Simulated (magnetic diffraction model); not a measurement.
# CeVPd₄: what an assumed order does to the neutron pattern

Space group P-6m2 (no. 187), a = 5.3150 Å, c = 4.0320 Å.

```csv
site,atom,x,y,z
1e,Ce,2/3,1/3,0
3k,Pd,0.1746,0.3492,1/2
1c,Pd,1/3,2/3,0
1a,V,0,0,0
```

This is a made-up structure (elements placed in a structure type, unrelaxed), so the numbers test the method and describe no known phase.

Only Ce is taken to order (form factors of Ce3+); orders and moment sizes are assumed, and not adapted to the symmetry. Radiation: neutrons of λ = 2.567 Å, 8° to 100°; isotropic B of 0.41 Å² (Ce), 0.63 Å² (Pd) and 0.64 Å² (V). Simulated constant-wavelength pattern: nuclear and magnetic terms add, the magnetic one as |2.695 fm × Σ f S⊥ exp(2πi Q·r) exp(−B s²)|², summed over all Q at one angle with the factor 1/(sin²θ cos θ). For collinear order S is the moment m, which repeats by lattice and centring translations R with the sign exp(−2πi k·R). Free-ion form factors, Sears's scattering lengths of 1992, no absorption; a label names one of the reflections at its angle. The strongest nuclear line in the range is 100, and lines under 0.2 are left out.

Assume the order k = (0 0 0), collinear moments along [120], 1.7 μB on Ce.

Predict the pattern, nuclear and magnetic parts apart.

```tsv
2θ (°)	index	nuclear	magnetic
32.38	(1 0 0)	42.9	7.0
37.12	(0 0 1)	10.2	3.5
50.07	(1 0 1)	54.6	8.9
57.76	(1 1 0)	5.6	2.1
67.79	(2 0 0)	84.4	1.5
70.68	(1 1 1)	100.0	3.6
79.09	(0 0 2)	43.4	0.7
79.90	(2 0 1)	86.6	2.7
88.06	(1 0 2)	16.9	3.3
95.08	(2 1 0)	6.3	1.6
```

The strongest magnetic line in the range is (1 0 1) at 50.07° (8.9). On top of the Lorentz factor, which all lines share, magnetic lines fade with angle because f falls: for Ce3+ it is 0.96, 0.86, 0.71 and 0.43 at sin θ/λ = 0.1, 0.2, 0.3 and 0.5 Å⁻¹, while nuclear lengths stay constant. The net moment is 1.70 μB a primitive cell.

[Logs are printed without paths, hosts, clocks, repeated set-up lines and the standing remarks that a program may print on its own settings, such as how far it seeks lower states.]
